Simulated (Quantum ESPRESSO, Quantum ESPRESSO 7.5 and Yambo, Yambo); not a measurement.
## PtS2 (1T monolayer): G0W0 with Yambo, start to end

Wanted: ground state, empty states, screening and self-energy for PtS2 (1T monolayer).

Calculated with Quantum ESPRESSO 7.5 and Yambo 5.3.0; PBE and many-body steps on it, plane waves.

**1. Starting point**

The cell holds 3 atoms: 1 Pt and 2 S. Cell: a = 3.574 Å, b = 3.574 Å, c = 15.000 Å, α = 90.0°, β = 90.0°, γ = 120.0°. Vacuum lies along c.

The structure was relaxed with PBE. The runs that relaxed it are not among those shown. Spin-orbit coupling is left out unless a step names it.

**2. Ground state**

This step: Quantum ESPRESSO 7.5; DFT, PBE, plane waves, norm-conserving pseudopotentials.

The ground-state density comes first.

pw.in reads:

```
&control
  calculation = 'scf'
  prefix = 'x'
  outdir = 'o'
  pseudo_dir = 'pseudo'
/
&system
  ibrav = 0
  nat = 3
  ntyp = 2
  ecutwfc = 76.0
  nbnd = 20
  force_symmorphic = .true.
/
&electrons
  conv_thr = 1e-10
  electron_maxstep = 80
  mixing_beta = 0.5
/
ATOMIC_SPECIES
  Pt 195.08 Pt.upf
  S 32.06 S.upf
CELL_PARAMETERS angstrom
  3.5735367340 0.0000000000 0.0000000000
  -1.7867683670 3.0947735930 0.0000000000
  0.0000000000 0.0000000000 15.0000000000
ATOMIC_POSITIONS crystal
  Pt 0.0000000000 0.0000000000 0.5000000000
  S 0.3333333333 0.6666666667 0.5818567013
  S 0.6666666667 0.3333333333 0.4181432987
K_POINTS automatic
  12 12 1 0 0 0
```

Run with:

```bash
OMP_NUM_THREADS=1 mpirun -n 4 pw.x -nk 4 -in pw.in > pw.out
```

The program printed:

```text
Program PWSCF v.7.5 starts

     This program is part of the open-source Quantum ESPRESSO suite
     for quantum simulation of materials; please cite
         "P. Giannozzi et al., J. Phys.:Condens. Matter 21 395502 (2009);
         "P. Giannozzi et al., J. Phys.:Condens. Matter 29 465901 (2017);
         "P. Giannozzi et al., J. Chem. Phys. 152 154105 (2020);
     in publications or presentations arising from this work. More details at
     Message from routine setup:
     using ibrav=0 with symmetry is DISCOURAGED, use correct ibrav instead

     G-vector sticks info

     bravais-lattice index     =            0
     lattice parameter (alat)  =       6.7530  a.u.
     unit-cell volume          =    1119.4765 (a.u.)^3
     number of atoms/cell      =            3
     number of atomic types    =            2
     number of electrons       =        30.00
     number of Kohn-Sham states=           20
     kinetic-energy cutoff     =      76.0000  Ry
     charge density cutoff     =     304.0000  Ry
     scf convergence threshold =      1.0E-10
     mixing beta               =       0.5000
     number of iterations used =            8  plain     mixing
     Exchange-correlation= PBE
                           (   1   4   3   4   0   0   0)

     celldm(1)=   6.753006  celldm(2)=   0.000000  celldm(3)=   0.000000
     celldm(4)=   0.000000  celldm(5)=   0.000000  celldm(6)=   0.000000

     crystal axes: (cart. coord. in units of alat)
               a(1) = (   1.000000   0.000000   0.000000 )
               a(2) = (  -0.500000   0.866025   0.000000 )
               a(3) = (   0.000000   0.000000   4.197522 )

     reciprocal axes: (cart. coord. in units 2 pi/alat)
               b(1) = (  1.000000  0.577350 -0.000000 )
               b(2) = (  0.000000  1.154701  0.000000 )
               b(3) = (  0.000000 -0.000000  0.238236 )
     Pseudo is Norm-conserving + core correction, Zval = 18.0
     Generated using ONCVPSP code by D. R. Hamann
     Using radial grid of 1374 points,  8 beta functions with:
     Pseudo is Norm-conserving + core correction, Zval =  6.0
     Generated using ONCVPSP code by D. R. Hamann
     Using radial grid of 1146 points,  6 beta functions with:
     Pt               18.00   195.08000     Pt( 1.00)
     S                 6.00    32.06000     S ( 1.00)

     12 Sym. Ops., with inversion, found

   Cartesian axes

     site n.     atom                  positions (alat units)
         1        Pt     tau(   1) = (   0.0000000   0.0000000   2.0987611  )
         2        S      tau(   2) = (  -0.0000000   0.5773503   2.4423565  )
         3        S      tau(   3) = (   0.5000000   0.2886751   1.7551658  )

     number of k points=    19
                       cart. coord. in units 2pi/alat
        k(    1) = (   0.0000000   0.0000000   0.0000000), wk =   0.0138889
        k(    2) = (   0.0000000   0.0962250   0.0000000), wk =   0.0833333
        k(    3) = (   0.0000000   0.1924501   0.0000000), wk =   0.0833333
        k(    4) = (   0.0000000   0.2886751   0.0000000), wk =   0.0833333
        k(    5) = (   0.0000000   0.3849002   0.0000000), wk =   0.0833333
        k(    6) = (   0.0000000   0.4811252   0.0000000), wk =   0.0833333
        k(    7) = (   0.0000000  -0.5773503   0.0000000), wk =   0.0416667
        k(    8) = (   0.0833333   0.1443376   0.0000000), wk =   0.0833333
        k(    9) = (   0.0833333   0.2405626   0.0000000), wk =   0.1666667
        k(   10) = (   0.0833333   0.3367877   0.0000000), wk =   0.1666667
     [... 7 further rows ...]
        k(   18) = (   0.2500000   0.5292377   0.0000000), wk =   0.1666667
        k(   19) = (   0.3333333   0.5773503   0.0000000), wk =   0.0277778

     Dense  grid:   100255 G-vectors     FFT dimensions: (  40,  40, 160)

     Initial potential from superposition of free atoms

     starting charge      29.9998, renormalised to      30.0000
     Starting wfcs are   18 randomized atomic wfcs +    2 random wfcs

     per-process dynamical memory:    81.4 Mb

     Self-consistent Calculation

     iteration #  1     ecut=    76.00 Ry     beta= 0.50

     total energy              =    -305.18151069 Ry
     estimated scf accuracy    <       0.49949875 Ry

     iteration #  2     ecut=    76.00 Ry     beta= 0.50

     total energy              =    -305.29408866 Ry
     estimated scf accuracy    <       0.77671354 Ry

     iteration #  3     ecut=    76.00 Ry     beta= 0.50

     total energy              =    -305.41133649 Ry
     estimated scf accuracy    <       0.00572745 Ry

     iteration #  4     ecut=    76.00 Ry     beta= 0.50

     total energy              =    -305.41226926 Ry
     estimated scf accuracy    <       0.00168819 Ry

     iteration #  5     ecut=    76.00 Ry     beta= 0.50

     total energy              =    -305.41252313 Ry
     estimated scf accuracy    <       0.00001035 Ry

     iteration #  6     ecut=    76.00 Ry     beta= 0.50

     total energy              =    -305.41253202 Ry
     estimated scf accuracy    <       0.00000057 Ry

     iteration #  7     ecut=    76.00 Ry     beta= 0.50

     total energy              =    -305.41253221 Ry
     estimated scf accuracy    <       0.00000008 Ry

     iteration #  8     ecut=    76.00 Ry     beta= 0.50

     total energy              =    -305.41253223 Ry
     estimated scf accuracy    <       0.00000002 Ry

     iteration #  9     ecut=    76.00 Ry     beta= 0.50

     total energy              =    -305.41253223 Ry
     estimated scf accuracy    <          8.8E-10 Ry

     iteration # 10     ecut=    76.00 Ry     beta= 0.50

     total energy              =    -305.41253223 Ry
     estimated scf accuracy    <          1.3E-10 Ry

     iteration # 11     ecut=    76.00 Ry     beta= 0.50

     End of self-consistent calculation

          k = 0.0000 0.0000 0.0000 ( 12619 PWs)   bands (ev):

   -99.5270 -53.6731 -53.6731 -53.5680 -14.8772 -12.6541  -6.4167  -6.4167
    -6.0352  -3.7253  -3.7253  -1.6633  -1.5514  -1.1801  -1.1801   2.3041
     2.3041   4.4767   4.9648   5.4783

          k = 0.0000 0.0962 0.0000 ( 12571 PWs)   bands (ev):

   -99.5270 -53.6743 -53.6733 -53.5678 -14.7917 -12.6754  -6.4046  -6.3626
    -5.9577  -3.8585  -3.7978  -2.0739  -1.4183  -1.1376  -0.9849   1.8854
     2.1884   4.6782   5.1941   5.7633

          k = 0.0000 0.1925 0.0000 ( 12560 PWs)   bands (ev):

   -99.5269 -53.6779 -53.6743 -53.5673 -14.5457 -12.7340  -6.3531  -6.2172
    -5.7404  -4.2973  -3.9447  -2.6018  -1.1482  -1.1168  -0.9172   1.1476
     1.9721   5.1528   5.5708   5.9812

          k = 0.0000 0.2887 0.0000 ( 12528 PWs)   bands (ev):

     [... further k-points ...]

     highest occupied, lowest unoccupied level (ev):    -0.8916    0.8753

!    total energy              =    -305.41253223 Ry
     estimated scf accuracy    <          1.1E-11 Ry

     The total energy is the sum of the following terms:
     one-electron contribution =    -938.53832297 Ry
     hartree contribution      =     468.67458137 Ry
     xc contribution           =     -60.14721573 Ry
     ewald contribution        =     224.59842510 Ry

     convergence has been achieved in  11 iterations

     XML data file, charge density, pseudopotentials, collected wavefunctions

=------------------------------------------------------------------------------=
   JOB DONE.
=------------------------------------------------------------------------------=
```

The job ended after 41 s (4 MPI ranks of Arm Neoverse N1, shared host; peak memory 0.55 GiB; 2.7 min of CPU time).

Numbers from this step:

| Property | Result |
| --- | --- |
| total energy | -4155.3492 eV |
| gap | 1.767 eV |
| k of the valence top | 0.1667, 0.1667, 0 |
| k of the conduction bottom | 0, 0.25, 0 |
| least direct gap | 1.907 eV |

The gap is indirect, with the least direct gap 0.14 eV higher.

**3. Bands along the symmetry lines**

Levels along a band path, at the cheap level, show where the edges lie and whether the meshes to come will hold them.

pw.in reads:

```
&control
  calculation = 'bands'
  prefix = 'x'
  outdir = 'o'
  pseudo_dir = 'pseudo'
/
&system
  ibrav = 0
  nat = 3
  ntyp = 2
  ecutwfc = 76.0
  nbnd = 21
  force_symmorphic = .true.
/
&electrons
  conv_thr = 1e-9
  electron_maxstep = 80
  diago_full_acc = .true.
  diago_thr_init = 5e-6
/
ATOMIC_SPECIES
  Pt 195.08 Pt.upf
  S 32.06 S.upf
CELL_PARAMETERS angstrom
  3.5735367340 0.0000000000 0.0000000000
  -1.7867683670 3.0947735930 0.0000000000
  0.0000000000 0.0000000000 15.0000000000
ATOMIC_POSITIONS crystal
  Pt 0.0000000000 0.0000000000 0.5000000000
  S 0.3333333333 0.6666666667 0.5818567013
  S 0.6666666667 0.3333333333 0.4181432987
K_POINTS crystal
  25
  0.00000000 0.00000000 0.00000000 1
  0.06250000 0.00000000 0.00000000 1
  0.12500000 0.00000000 0.00000000 1
  0.18750000 0.00000000 0.00000000 1
  0.25000000 0.00000000 0.00000000 1
  0.31250000 0.00000000 0.00000000 1
  0.37500000 0.00000000 0.00000000 1
  0.43750000 0.00000000 0.00000000 1
  0.50000000 0.00000000 0.00000000 1
  0.47916667 0.04166667 0.00000000 1
  0.45833333 0.08333333 0.00000000 1
  0.43750000 0.12500000 0.00000000 1
  0.41666666 0.16666666 0.00000000 1
  0.39583333 0.20833333 0.00000000 1
  0.37500000 0.25000000 0.00000000 1
  0.35416666 0.29166666 0.00000000 1
  0.33333333 0.33333333 0.00000000 1
  0.29166666 0.29166666 0.00000000 1
  0.25000000 0.25000000 0.00000000 1
  0.20833333 0.20833333 0.00000000 1
  0.16666666 0.16666666 0.00000000 1
  0.12500000 0.12500000 0.00000000 1
  0.08333333 0.08333333 0.00000000 1
  0.04166667 0.04166667 0.00000000 1
  0.00000000 0.00000000 0.00000000 1
```

The program printed:

```text
[banner, memory and clock lines left out]
Program PWSCF v.7.5 starts

     Atomic positions and unit cell read from directory:
     o/x.save/

     Message from routine setup:
     using ibrav=0 with symmetry is DISCOURAGED, use correct ibrav instead

     G-vector sticks info

     bravais-lattice index     =            0
     lattice parameter (alat)  =       6.7530  a.u.
     unit-cell volume          =    1119.4765 (a.u.)^3
     number of atoms/cell      =            3
     number of atomic types    =            2
     number of electrons       =        30.00
     number of Kohn-Sham states=           21
     kinetic-energy cutoff     =      76.0000  Ry
     charge density cutoff     =     304.0000  Ry
     Exchange-correlation= PBE
                           (   1   4   3   4   0   0   0)

     celldm(1)=   6.753006  celldm(2)=   0.000000  celldm(3)=   0.000000
     celldm(4)=   0.000000  celldm(5)=   0.000000  celldm(6)=   0.000000

     crystal axes: (cart. coord. in units of alat)
               a(1) = (   1.000000   0.000000   0.000000 )
               a(2) = (  -0.500000   0.866025   0.000000 )
               a(3) = (   0.000000   0.000000   4.197522 )

     reciprocal axes: (cart. coord. in units 2 pi/alat)
               b(1) = (  1.000000  0.577350 -0.000000 )
               b(2) = (  0.000000  1.154701  0.000000 )
               b(3) = (  0.000000 -0.000000  0.238236 )
     Pseudo is Norm-conserving + core correction, Zval = 18.0
     Generated using ONCVPSP code by D. R. Hamann
     Using radial grid of 1374 points,  8 beta functions with:
     Pseudo is Norm-conserving + core correction, Zval =  6.0
     Generated using ONCVPSP code by D. R. Hamann
     Using radial grid of 1146 points,  6 beta functions with:
     Pt               18.00   195.08000     Pt( 1.00)
     S                 6.00    32.06000     S ( 1.00)

     12 Sym. Ops., with inversion, found

   Cartesian axes

     site n.     atom                  positions (alat units)
         1        Pt     tau(   1) = (   0.0000000   0.0000000   2.0987611  )
         2        S      tau(   2) = (  -0.0000000   0.5773503   2.4423565  )
         3        S      tau(   3) = (   0.5000000   0.2886751   1.7551658  )

     number of k points=    25
                       cart. coord. in units 2pi/alat
        k(    1) = (   0.0000000   0.0000000   0.0000000), wk =   0.0800000
        k(    2) = (   0.0625000   0.0360844   0.0000000), wk =   0.0800000
        k(    3) = (   0.1250000   0.0721688   0.0000000), wk =   0.0800000
[...]
[... 13 further rows ...]
        k(   24) = (   0.0416667   0.0721688   0.0000000), wk =   0.0800000
        k(   25) = (   0.0000000   0.0000000   0.0000000), wk =   0.0800000

     Dense  grid:   100255 G-vectors     FFT dimensions: (  40,  40, 160)

     The potential is recalculated from file :
     o/x.save/charge-density

     Starting wfcs are   18 randomized atomic wfcs +    3 random wfcs

     Band Structure Calculation

     End of band structure calculation

          k = 0.0000 0.0000 0.0000 ( 12619 PWs)   bands (ev):

   -99.5269 -53.6730 -53.6730 -53.5679 -14.8772 -12.6541  -6.4167  -6.4167
    -6.0351  -3.7253  -3.7253  -1.6633  -1.5514  -1.1800  -1.1800   2.3042
     2.3042   4.4767   4.9648   5.4783   5.8051

          k = 0.0625 0.0361 0.0000 ( 12589 PWs)   bands (ev):

   -99.5269 -53.6737 -53.6732 -53.5678 -14.8289 -12.6662  -6.4102  -6.3859
[...]
2.2358   4.5936   5.1105   5.6432   5.9025

          k = 0.1250 0.0722 0.0000 ( 12568 PWs)   bands (ev):

[...]
2.0775   4.8948   5.3757   5.9942   6.1831

[...]
k = 0.0417 0.0722 0.0000 ( 12589 PWs)   bands (ev):

[...]
2.2061   4.6307   5.1488   5.6993   5.9342

          k = 0.0000 0.0000 0.0000 ( 12619 PWs)   bands (ev):

   -99.5269 -53.6730 -53.6730 -53.5679 -14.8772 -12.6541  -6.4167  -6.4167
    -6.0351  -3.7253  -3.7253  -1.6633  -1.5514  -1.1800  -1.1800   2.3042
     2.3042   4.4767   4.9648   5.4783   5.8051

     XML data file, pseudopotentials, collected wavefunctions
```

Run time: 21 s. Hardware: 4 MPI ranks; peak memory 0.42 GiB; 84 s of CPU time.

This step gave:

- gap: 1.767 eV
- k of the valence top: 0.1667, 0.1667, 0
- k of the conduction bottom: 0.25, 0, 0
- least direct gap: 1.907 eV

The gap is 1.767 eV, as in the run before at this level.

The electronic bands at the labelled points (eV, zero at the top of the highest filled band):

| point | band 12 | band 13 | band 14 | band 15 | band 16 | band 17 | band 18 | band 19 |
| --- | --- | --- | --- | --- | --- | --- | --- | --- |
| Γ | -0.77 | -0.66 | -0.29 | -0.29 | 3.20 | 3.20 | 5.37 | 5.86 |
| halfway | -2.00 | -0.42 | -0.41 | -0.14 | 1.77 | 2.76 | 6.19 | 6.69 |
| M | -2.10 | -2.02 | -1.67 | -1.37 | 2.79 | 2.98 | 5.52 | 6.76 |
| halfway | -2.23 | -2.19 | -1.09 | -0.75 | 2.30 | 2.60 | 6.21 | 7.82 |
| K | -2.44 | -2.23 | -0.71 | -0.71 | 2.15 | 2.15 | 6.86 | 8.97 |
| halfway | -2.05 | -0.80 | -0.48 | 0.00 | 2.10 | 2.14 | 6.84 | 7.06 |
| Γ | -0.77 | -0.66 | -0.29 | -0.29 | 3.20 | 3.20 | 5.37 | 5.86 |

**4. Empty states on the mesh, 6×6×1 mesh, 235 bands**

The sums over transitions need many empty states on a uniform mesh; this step solves for them.

pw.in reads:

```
&control
  calculation = 'nscf'
  prefix = 'x'
  outdir = 'o'
  pseudo_dir = 'pseudo'
/
&system
  ibrav = 0
  nat = 3
  ntyp = 2
  ecutwfc = 76.0
  nbnd = 235
  force_symmorphic = .true.
/
&electrons
  conv_thr = 1e-9
  electron_maxstep = 80
  diago_full_acc = .true.
  diago_thr_init = 5e-6
/
ATOMIC_SPECIES
  Pt 195.08 Pt.upf
  S 32.06 S.upf
CELL_PARAMETERS angstrom
  3.5735367340 0.0000000000 0.0000000000
  -1.7867683670 3.0947735930 0.0000000000
  0.0000000000 0.0000000000 15.0000000000
ATOMIC_POSITIONS crystal
  Pt 0.0000000000 0.0000000000 0.5000000000
  S 0.3333333333 0.6666666667 0.5818567013
  S 0.6666666667 0.3333333333 0.4181432987
K_POINTS automatic
  6 6 1 0 0 0
```

The program printed:

```text
[banner, memory and clock lines left out]
Program PWSCF v.7.5 starts

     Atomic positions and unit cell read from directory:
     o/x.save/

     Message from routine setup:
     using ibrav=0 with symmetry is DISCOURAGED, use correct ibrav instead

     G-vector sticks info

     bravais-lattice index     =            0
     lattice parameter (alat)  =       6.7530  a.u.
     unit-cell volume          =    1119.4765 (a.u.)^3
     number of atoms/cell      =            3
     number of atomic types    =            2
     number of electrons       =        30.00
     number of Kohn-Sham states=          235
     kinetic-energy cutoff     =      76.0000  Ry
     charge density cutoff     =     304.0000  Ry
     Exchange-correlation= PBE
                           (   1   4   3   4   0   0   0)

     celldm(1)=   6.753006  celldm(2)=   0.000000  celldm(3)=   0.000000
     celldm(4)=   0.000000  celldm(5)=   0.000000  celldm(6)=   0.000000

     crystal axes: (cart. coord. in units of alat)
               a(1) = (   1.000000   0.000000   0.000000 )
               a(2) = (  -0.500000   0.866025   0.000000 )
               a(3) = (   0.000000   0.000000   4.197522 )

     reciprocal axes: (cart. coord. in units 2 pi/alat)
               b(1) = (  1.000000  0.577350 -0.000000 )
               b(2) = (  0.000000  1.154701  0.000000 )
               b(3) = (  0.000000 -0.000000  0.238236 )
     Pseudo is Norm-conserving + core correction, Zval = 18.0
     Generated using ONCVPSP code by D. R. Hamann
     Using radial grid of 1374 points,  8 beta functions with:
     Pseudo is Norm-conserving + core correction, Zval =  6.0
     Generated using ONCVPSP code by D. R. Hamann
     Using radial grid of 1146 points,  6 beta functions with:
     Pt               18.00   195.08000     Pt( 1.00)
     S                 6.00    32.06000     S ( 1.00)

     12 Sym. Ops., with inversion, found

   Cartesian axes

     site n.     atom                  positions (alat units)
         1        Pt     tau(   1) = (   0.0000000   0.0000000   2.0987611  )
         2        S      tau(   2) = (  -0.0000000   0.5773503   2.4423565  )
         3        S      tau(   3) = (   0.5000000   0.2886751   1.7551658  )

     number of k points=     7
                       cart. coord. in units 2pi/alat
        k(    1) = (   0.0000000   0.0000000   0.0000000), wk =   0.0555556
        k(    2) = (   0.0000000   0.1924501   0.0000000), wk =   0.3333333
        k(    3) = (   0.0000000   0.3849002   0.0000000), wk =   0.3333333
        k(    4) = (   0.0000000  -0.5773503   0.0000000), wk =   0.1666667
        k(    5) = (   0.1666667   0.2886751   0.0000000), wk =   0.3333333
        k(    6) = (   0.1666667   0.4811252   0.0000000), wk =   0.6666667
        k(    7) = (   0.3333333   0.5773503   0.0000000), wk =   0.1111111

     Dense  grid:   100255 G-vectors     FFT dimensions: (  40,  40, 160)

     The potential is recalculated from file :
     o/x.save/charge-density

     Starting wfcs are   18 randomized atomic wfcs +  217 random wfcs

     Band Structure Calculation

     End of band structure calculation

          k = 0.0000 0.0000 0.0000 ( 12619 PWs)   bands (ev):

   -99.5269 -53.6730 -53.6730 -53.5679 -14.8772 -12.6541  -6.4167  -6.4167
    -6.0351  -3.7253  -3.7253  -1.6633  -1.5514  -1.1800  -1.1800   2.3042
     2.3042   4.4767   4.9648   5.4783   5.8051   7.4457   7.8605   7.8605
[...]
[... 18 further rows ...]
[...]
68.3340  68.3994  68.5056

          k = 0.0000 0.1925 0.0000 ( 12560 PWs)   bands (ev):

[...]
[... 18 further rows ...]
[...]
67.5265  67.5716  68.1633

          k = 0.0000 0.3849 0.0000 ( 12540 PWs)   bands (ev):

[...]
29.2746  29.2887  29.5042  29.5060  30.0552  30.8745  31.0772  31.2220
     [... 18 further rows ...]
    66.8143  66.9612  67.0613  67.3512  67.5481  67.6047  68.1740  68.4589
    68.8344  69.1153  69.3912

          k = 0.0000-0.5774 0.0000 ( 12518 PWs)   bands (ev):

     [... further k-points ...]

     highest occupied, lowest unoccupied level (ev):    -0.8916    1.1476

     XML data file, pseudopotentials, collected wavefunctions
```

Wall time 1.9 min (4 MPI ranks); peak memory 1.3 GiB.

This step gave:

```yaml
gap: 2.039 eV
k_of_the_valence_top: 0.1667, 0.1667, 0
k_of_the_conduction_bottom: 0, 0.1667, 0
least_direct_gap: 2.065 eV
k_points_computed: 7
lowest_point_of_the_top_converged_band_above_the_valence_top: 69.0548 eV
```

On this mesh the gap is 2.039 eV. The earlier step found 1.767 eV, so this mesh misses an edge.

[end of part 1 of 2]

[Paths, hosts, dates, memory and timing lines, banners, echoed tables and standing remarks are left out of the program output.]

[Logs are printed without paths, hosts, clocks, repeated set-up lines and the standing remarks that a program may print on its own settings, such as how far it seeks lower states.]

[Runs of the session that timed out or met a known fault of the program may be left out.]

[Hosts, paths, dates, database ids (printed as entryN), source tags and the programs' standing remarks are cut or masked in the printed files.]
